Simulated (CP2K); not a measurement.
Two runs for the C K edge of 2-fluoropyrrole. Run A: CP2K XAS_TDP, all-electron GAPW, PBEh(45%), aug-cc-pVDZ, TDA, no relativity. Run B differs in one setting.

First lines with a strength over 0.0015. A:

```csv
atom,energy (eV),states,"strength, one atom"
"C2 (bonded to C, F and N)",284.83,1,0.0629
,286.47,1,0.0390
,287.30,1,0.0033
,288.20,1,0.0015
,288.44,1,0.0029
C3 (bonded to 2 C and H),282.75,1,0.0474
,284.14,1,0.0066
,284.28,1,0.0034
,284.63,1,0.0061
,285.21,1,0.0027
C4 (bonded to 2 C and H),282.25,1,0.0503
,284.07,1,0.0078
,284.68,1,0.0020
,284.81,1,0.0037
,286.12,1,0.0038
"C5 (bonded to C, N and H)",282.81,1,0.0513
,284.61,1,0.0106
,285.44,1,0.0037
,286.40,1,0.0032
,286.57,1,0.0019
```

B:

```csv
atom,energy (eV),states,"strength, one atom"
"C2 (bonded to C, F and N)",279.46,1,0.0502
,280.53,1,0.0163
,281.25,1,0.0041
,281.40,1,0.0053
,282.78,1,0.0084
C3 (bonded to 2 C and H),277.07,1,0.0252
,277.67,1,0.0133
,277.81,1,0.0043
,278.39,1,0.0029
,278.85,1,0.0031
C4 (bonded to 2 C and H),276.68,1,0.0355
,277.33,1,0.0016
,277.78,1,0.0030
,278.10,1,0.0071
,279.83,1,0.0022
"C5 (bonded to C, N and H)",277.30,1,0.0395
,277.95,1,0.0045
,278.65,1,0.0020
,279.64,1,0.0049
,280.57,1,0.0072
```

**Question.** Which was it: GW2X switched on, scalar relativity switched on, the basis, the functional?

The functional (functional from PBEh(45%) to PBE0; the lines alone don't name the new value). A functional moves all lines by electronvolts and changes their spacings and strengths. Against PBEh(45%) in aug-cc-pVDZ, the leading lines move by -5.37 eV (C2, to 279.46), -5.68 eV (C3, to 277.07), -5.57 eV (C4, to 276.68) and -5.51 eV (C5, to 277.30); the strength of C2's goes from 0.0629 to 0.0502. The next line of C2 over the strength cut lies 1.07 eV higher, against 1.64.

[Banner, clock and machine lines of the logs are left out without a mark of their own.]

[Logs are printed without paths, hosts, clocks, repeated set-up lines and the standing remarks that a program may print on its own settings, such as how far it seeks lower states.]

[Hosts, paths, dates, database ids (printed as entryN), source tags and the programs' standing remarks are cut or masked in the printed files.]
